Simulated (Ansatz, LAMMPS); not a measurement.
# Molecular dynamics of a frame of liquid K(F,Br) from 850 K, run at 300 K (94 atoms)

Wanted: a short trajectory of a frame of liquid K(F,Br) from 850 K, run at 300 K (94 atoms) with its pair distributions.

Method: Kohn-Sham DFT, PBE, PAW (set soft_2), plane waves, in Ansatz 0.2.0.

## Step 1: Set-up

The cell holds 94 atoms: 47 K, 18 F and 29 Br. Its edges and angles: a = 15.109 Å, b = 15.109 Å, c = 15.109 Å, α = 90.0°, β = 90.0°, γ = 90.0°. 94 atoms (47 K, 18 F, 29 Br) placed at random at 2.17 g/cm³, melted at 1800 K for 10 ps at fixed volume with the Lennard-Jones and Coulomb ion parameters for SPC/E (Joung and Cheatham, J. Phys. Chem. B 112, 9020 (2008)), full charges. Snapshot at the end of a hold of 20 ps at 850 K and fixed volume.

What the set-up can't give: The starting topology of bonds comes from the classical model. The cell was made at 850 K but the dynamics is set to 300 K: the trajectory isn't one at 850 K. The ion parameters were fitted for water, not for melts, so the starting structure of this cell may lie well off the real melt's. The Brillouin zone is sampled at Γ only, in a cell whose shortest periodic width is 15 Å.

## Step 2: Dynamics at 300 K

A Langevin thermostat couples each atom to a heat bath, at the price of damped dynamics. The time step is 1.0 fs.

Input file input.yaml:

```yaml
crystal:
  lattice:
    - [15.1089, 0.0, 0.0]
    - [0.0, 15.1089, 0.0]
    - [0.0, 0.0, 15.1089]
  atoms:
    - { symbol: K, position: [0.45339, 0.65338, 0.51139] }
    - { symbol: K, position: [0.79393, 0.59955, 0.3547] }
    - { symbol: K, position: [0.54964, 0.48357, 0.66015] }
    - { symbol: K, position: [0.34197, 0.8893, 0.08801] }
    [... 84 atom lines left out ...]
    - { symbol: Br, position: [0.11018, 0.03199, 0.67916] }
    - { symbol: Br, position: [0.00126, 0.77473, 0.76609] }
    - { symbol: Br, position: [0.8093, 0.86346, 0.44121] }
    - { symbol: Br, position: [0.74073, 0.95748, 0.21344] }
    - { symbol: Br, position: [0.98282, 0.54805, 0.41542] }
    - { symbol: Br, position: [0.7535, 0.08572, 0.60847] }
kpoints:
  mp_grid: { grid: [1, 1, 1] }
hamiltonian:
  xc: pbe
scf:
  occupations: { method: fixed }
output:
  forces: true
md:
  timestep: 1.0
  n_steps: 52
  ensemble: nvt_langevin
  temperature: 300
  initial_velocities: maxwell_boltzmann
  seed: 3807
```

Run with:

```sh
$ ansatz run input.yaml --threads 4 --pin off --max-ram 8192MiB --backend cpu --events-out ev --progress --plain --runs-dir out
```

Elapsed: 17 min, on 4 threads of Intel Xeon Platinum 8488C (Sapphire Rapids), shared host; peak memory 4.5 GiB; 65 min of CPU time.

The program notes that it switched symmetry off.

The trajectory, sampled:

```csv
time (fs),T (K),potential (meV/atom)
0.0,297,0.0
3.0,292,-0.1
7.0,303,-0.4
10.0,310,-0.9
14.0,309,-1.8
17.0,317,-2.6
21.0,323,-3.8
24.0,322,-4.9
28.0,325,-6.3
31.0,326,-7.2
35.0,338,-8.4
38.0,342,-9.2
42.0,342,-10.1
45.0,330,-10.7
49.0,346,-11.6
52.0,337,-12.3
```

Mean square displacement from the first frame to the last: K 0.044 Å², F 0.10 Å², Br 0.019 Å².

Table of mean square displacement by time lag:

```csv
time lag (fs),Br (Å²),F (Å²),K (Å²)
1.0,9.3e-6,4.8e-5,2.1e-5
2.0,3.7e-5,1.9e-4,8.2e-5
3.0,8.3e-5,4.3e-4,1.8e-4
4.0,1.5e-4,7.6e-4,3.3e-4
6.0,3.3e-4,0.00172,7.3e-4
7.0,4.4e-4,0.00233,9.9e-4
8.0,5.8e-4,0.00305,0.00129
9.0,7.3e-4,0.00385,0.00163
10.0,9.0e-4,0.00474,0.00200
11.0,0.00108,0.00573,0.00241
12.0,0.00128,0.00680,0.00286
14.0,0.00173,0.00920,0.00386
15.0,0.00198,0.0105,0.00442
16.0,0.00224,0.0119,0.00500
17.0,0.00252,0.0134,0.00562
18.0,0.00281,0.0150,0.00628
19.0,0.00312,0.0167,0.00696
20.0,0.00345,0.0184,0.00768
22.0,0.00414,0.0221,0.00920
23.0,0.00451,0.0240,0.0100
24.0,0.00489,0.0260,0.0108
26.0,0.00569,0.0303,0.0126
```

Over the second half of 52 fs the temperature averages 336 K with swings of 6 K r.m.s. From first frame to last F has the largest mean square displacement, 0.10 Å² at the end; the farthest move is 0.59 Å. The count of bonds goes from 233 in the first frame to 235 in the last, by one set of cutoffs: 3 pairs passed out of them and 5 came within. The run spans 0.05 ps, too short for its means to be equilibrium values.

## Step 3: Structure statistics late in the run

The g(r) is a mean over the second half; what follows it is taken at the last frame.

Density 2.17 g/cm³, 36.69 Å³ an atom.

Mean of 15 frames. Pair distribution functions g(r), in bins of 0.2 Å:

```csv
r (Å),total,K-K,K-Br,K-F,Br-Br,Br-F,F-F
2.30,0.04,0.00,0.00,0.23,0.00,0.00,0.00
2.50,1.11,0.00,0.00,5.83,0.00,0.00,0.00
2.70,1.25,0.00,0.00,6.51,0.00,0.00,0.00
2.90,0.58,0.00,0.31,2.50,0.00,0.00,0.00
3.10,1.31,0.00,3.34,1.35,0.00,0.00,0.45
3.30,1.85,0.12,5.23,0.89,0.00,0.00,1.19
3.50,1.25,0.73,2.91,0.36,0.00,0.38,1.41
3.70,1.02,1.06,1.29,0.42,0.00,1.50,2.74
3.90,1.06,2.04,0.53,0.10,1.05,1.03,4.03
4.10,1.21,2.13,0.55,0.28,0.89,2.41,2.47
4.30,1.13,1.52,0.71,0.24,2.40,2.06,0.49
4.50,1.02,1.59,0.34,0.46,2.15,1.69,0.69
4.70,1.03,1.73,0.45,0.43,2.02,1.17,1.15
4.90,0.86,1.04,0.32,0.65,2.20,1.14,0.93
5.10,0.72,0.88,0.49,0.50,0.85,0.88,1.79
5.30,0.80,0.50,0.51,1.01,1.09,1.58,0.88
5.50,0.80,0.77,0.68,1.12,0.57,0.83,0.99
5.70,0.94,0.88,0.83,1.39,1.06,0.78,0.14
5.90,0.97,0.78,0.63,1.84,1.01,0.96,0.61
6.10,1.16,1.41,1.13,1.25,0.85,0.96,0.56
6.30,1.08,1.05,1.34,1.19,0.72,0.85,0.13
6.50,1.21,1.18,1.45,1.36,1.27,0.60,0.41
6.70,0.93,0.57,1.33,1.27,0.51,0.45,0.81
6.90,0.95,0.66,1.28,1.00,0.86,0.71,0.92
7.10,1.02,0.88,1.33,0.89,0.77,0.94,1.01
7.30,1.00,0.89,1.22,0.84,0.84,1.23,0.55
7.50,1.00,1.13,1.11,0.95,0.45,0.90,1.18
```

Bonds by pair of elements; cutoffs follow the first minimum of g(r), held within bounds set by covalent radii, and pairs that aren't listed don't count as bonded:

```csv
pair A-B,cutoff (Å),bonds,mean length (Å),spread (Å),shortest (Å),B about A,A about B
K-Br,4.03,154,3.39,0.231,2.96,3.28,5.31
K-F,3.46,81,2.75,0.255,2.36,1.72,4.5
```

How many atoms have how many bonded neighbours:

```csv
element,mean,3,4,5,6
Br,5.31,1,2,13,13
F,4.5,0,10,7,1
K,5,0,12,23,12
```

Bond angles, per cent of each kind in bins of 5°:

```csv
angle (°),K-Br-K,Br-K-F,Br-K-Br,K-F-K,F-K-F
55–60,0.6,0.0,0.0,0.0,1.6
60–65,2.6,0.0,0.5,0.7,0.0
65–70,6.2,1.9,3.4,1.4,3.2
70–75,7.9,7.1,5.3,2.8,4.8
75–80,10.3,7.5,7.2,6.9,6.5
80–85,9.7,11.8,14.4,7.6,12.9
85–90,6.5,12.3,10.1,9.0,12.9
90–95,7.3,7.5,7.2,10.3,12.9
95–100,5.6,9.9,12.5,10.3,6.5
100–105,3.5,5.7,8.2,7.6,8.1
105–110,2.4,2.8,2.9,9.7,3.2
110–115,3.8,3.8,1.4,6.9,0.0
115–120,5.0,2.8,1.9,4.1,1.6
120–125,5.6,1.4,4.3,2.1,1.6
125–130,2.9,3.3,1.9,4.8,1.6
130–135,2.9,1.9,2.4,1.4,1.6
135–140,1.5,0.5,0.5,2.1,3.2
140–145,3.8,3.3,1.4,2.1,3.2
145–150,3.5,1.4,2.4,1.4,4.8
150–155,2.4,1.4,1.9,2.1,3.2
155–160,2.4,2.4,2.9,2.1,1.6
160–165,2.1,5.2,2.4,1.4,1.6
165–170,0.6,2.8,1.9,2.8,0.0
170–175,0.6,2.4,1.9,0.7,1.6
175–180,0.3,0.9,1.0,0.0,1.6
```

Bond angles (no mean is given where the spread exceeds 20°):

```csv
angle,count,mean (°),spread (°)
K-Br-K,340,-,-
Br-K-F,212,-,-
Br-K-Br,208,-,-
K-F-K,145,-,-
F-K-F,62,-,-
```

Bond length by coordination (bonds to H left out):

```csv
element,coordination,atoms,mean bond length (Å)
Br,3,1,3.2
Br,4,2,3.22
Br,5,13,3.37
Br,6,13,3.44
F,4,10,2.64
F,5,7,2.87
F,6,1,2.88
K,4,12,3.08
K,5,23,3.20
K,6,12,3.19
```

For some of the pairs, g(r) has its first main peak near 4.0 Å (K-K), 3.3 Å (K-Br) and 2.6 Å (K-F). Counting bonds as in the table, 45 % of Br atoms have 5 and as many 6, 56 % of F atoms have 4 and 49 % of K atoms have 5 bonded neighbours.

## Step 4: Single point at the last frame

The last frame is solved again with fuller output, to read the electronic structure of a thermally displaced geometry.

Input file input.yaml:

```yaml
crystal:
  lattice:
    - [15.1089, 0.0, 0.0]
    - [0.0, 15.1089, 0.0]
    - [0.0, 0.0, 15.1089]
  atoms:
    - { symbol: K, position: [0.46214, 0.66287, 0.51287] }
    - { symbol: K, position: [0.79051, 0.60205, 0.35706] }
    - { symbol: K, position: [0.54647, 0.48403, 0.66803] }
    - { symbol: K, position: [0.34692, 0.88125, 0.07588] }
    [... 84 atom lines left out ...]
    - { symbol: Br, position: [0.12652, 0.03499, 0.67599] }
    - { symbol: Br, position: [0.00415, 0.77624, 0.75597] }
    - { symbol: Br, position: [0.80988, 0.85995, 0.4442] }
    - { symbol: Br, position: [0.7361, 0.95794, 0.2146] }
    - { symbol: Br, position: [0.97672, 0.5426, 0.41373] }
    - { symbol: Br, position: [0.75503, 0.08715, 0.60916] }
kpoints:
  mp_grid: { grid: [1, 1, 1] }
hamiltonian:
  xc: pbe
scf:
  occupations: { method: fixed }
output:
  forces: true
  stress: true
  populations: true
  dos:
    method: { smearing: { sigma: 0.15 } }
    de: 0.1
    projected: { site_lists: { Br: [Br], F: [F], K: [K] } }
  eigenvalues: true
  write_density: true
  write_potential: true
  volumetric_format: npy
```

The job ended after 49 s (4 threads; peak memory 4.4 GiB).

The program notes that the exchange-correlation potential is rough where the density is thin.

Read from the output:

| Property | Result |
| --- | --- |
| free energy | -167674.9495 eV |
| free energy per atom | -1783.7761 eV/atom |
| SCF cycles | 9 |
| pressure | -0.2382 GPa |
| r.m.s. force component | 0.2281 eV/Å |
| longest force | 0.7738 eV/Å |
| Fermi energy | 0.5747 eV |
| gap (highest filled to lowest empty level) | 3.383 eV |
| spilling of the projection | 0.004204 |

Neighbours are counted within 4.03 Å (K-Br), 3.46 Å (K-F), the cutoffs taken from the dynamics.

Length of the force by element and coordination:

```csv
element,coordination,atoms,mean length of the force (eV/Å),spread,least,most
Br,all,29,0.366,0.139,0.158,0.738
Br,3,1,0.627,0,0.627,0.627
Br,4,2,0.520,0.0488,0.471,0.569
Br,5,13,0.323,0.103,0.178,0.560
Br,6,13,0.364,0.146,0.158,0.738
F,all,18,0.391,0.145,0.196,0.774
F,4,10,0.394,0.167,0.196,0.774
F,5,7,0.358,0.0872,0.250,0.519
F,6,1,0.586,0,0.586,0.586
K,all,47,0.357,0.153,0.113,0.731
K,4,12,0.413,0.128,0.293,0.731
K,5,23,0.339,0.163,0.113,0.714
K,6,12,0.337,0.141,0.153,0.546
```

Löwdin charges by element and coordination (they lack the spilled electrons, 0.034 e an atom on average):

```csv
element,coordination,atoms,mean charge (e),spread,least,most
Br,all,29,-0.672,0.0085,-0.687,-0.660
Br,3,1,-0.687,0,-0.687,-0.687
Br,4,2,-0.685,2.0e-4,-0.686,-0.685
Br,5,13,-0.676,0.0058,-0.685,-0.667
Br,6,13,-0.664,0.0036,-0.670,-0.660
F,all,18,-0.795,0.0046,-0.802,-0.786
F,4,10,-0.798,0.0029,-0.802,-0.794
F,5,7,-0.791,0.0027,-0.795,-0.786
F,6,1,-0.786,0,-0.786,-0.786
K,all,47,0.786,0.0292,0.717,0.859
K,4,12,0.801,0.0194,0.770,0.846
K,5,23,0.780,0.0283,0.728,0.859
K,6,12,0.782,0.0338,0.717,0.851
```

States in the cell by windows of 1 eV, zero at the Fermi level; the larger projections on atomic orbitals stand beside the total:

```csv
from (eV),to (eV),total,Br p,F p,Br s,K p
-14,-13,12.3,0.0,0.0,8.0,3.6
-13,-12,160.2,0.3,0.2,38.0,119.0
-12,-11,154.8,0.4,0.4,8.7,144.8
-11,-10,12.6,0.0,0.1,0.1,12.4
-10,-3,0.0,0.0,0.0,0.0,0.0
-3,-2,6.4,0.2,5.9,0.0,0.0
-2,-1,142.2,56.9,78.3,0.1,0.8
-1,0,132.1,108.2,20.3,0.1,0.5
0,1,1.4,1.3,0.0,0.0,0.0
1,3,0.0,0.0,0.0,0.0,0.0
3,4,3.1,0.1,0.0,0.3,0.0
4,5,16.7,0.9,0.2,0.9,0.1
```

With fixed occupations the program's Fermi level is the highest filled level; weight inside the gap is the broadening of levels at its edges.

Between -26 and -14 eV lie 36 more states.

The stored curve holds about 658 of the 752 electrons; the rest, give or take the few that broadening carries across the Fermi level, lie in deeper levels below its range.

The levels nearest the highest filled one (over half full), pooled over k-points and spins:

```csv
level less the highest filled one (eV),occupation
-0.264,2
-0.233,2
-0.190,2
-0.161,2
-0.113,2
0,2
3.38,0
4.00,0
4.34,0
4.45,0
4.53,0
4.62,0
```

Mean Löwdin charges: Br -0.67, F -0.79, K +0.79 e (they miss 0.42 % of the electrons, so they add up to more than the cell's charge).

## Step 5: Results

| Property | Result |
| --- | --- |
| mean temperature, second half | 335.5 K |
| temperature swing, second half | 6.167 K |
| free energy per atom | -1783.7761 eV/atom |
| pressure | -0.2382 GPa |
| r.m.s. force component | 0.2281 eV/Å |
| gap (highest filled to lowest empty level) | 3.383 eV |
| wall time of the 2 DFT runs | 18 min |

What this shows: Over the second half of 52 fs the temperature averages 336 K with swings of 6 K r.m.s. The count of bonds goes from 233 in the first frame to 235 in the last, by one set of cutoffs: 3 pairs passed out of them and 5 came within. The run spans 0.05 ps, too short for its means to be equilibrium values. Counting bonds as in the table, 45 % of Br atoms have 5 and as many 6, 56 % of F atoms have 4 and 49 % of K atoms have 5 bonded neighbours. Between filled and empty levels lie 3.38 eV (at Γ alone); a semilocal functional tends to put such gaps too low. In a disordered cell it changes from sample to sample and from frame to frame.

Caveats: The network of bonds at the start is that of the classical potential that made the cell; in DFT 3 of its 233 bonded pairs passed out of the cutoffs and 5 came within them. The pressure of a single frame lacks the kinetic term, about 0.13 GPa here.

[Logs are printed without paths, hosts, clocks, repeated set-up lines and the standing remarks that a program may print on its own settings, such as how far it seeks lower states.]

[Hosts, paths, dates, database ids (printed as entryN), source tags and the programs' standing remarks are cut or masked in the printed files.]
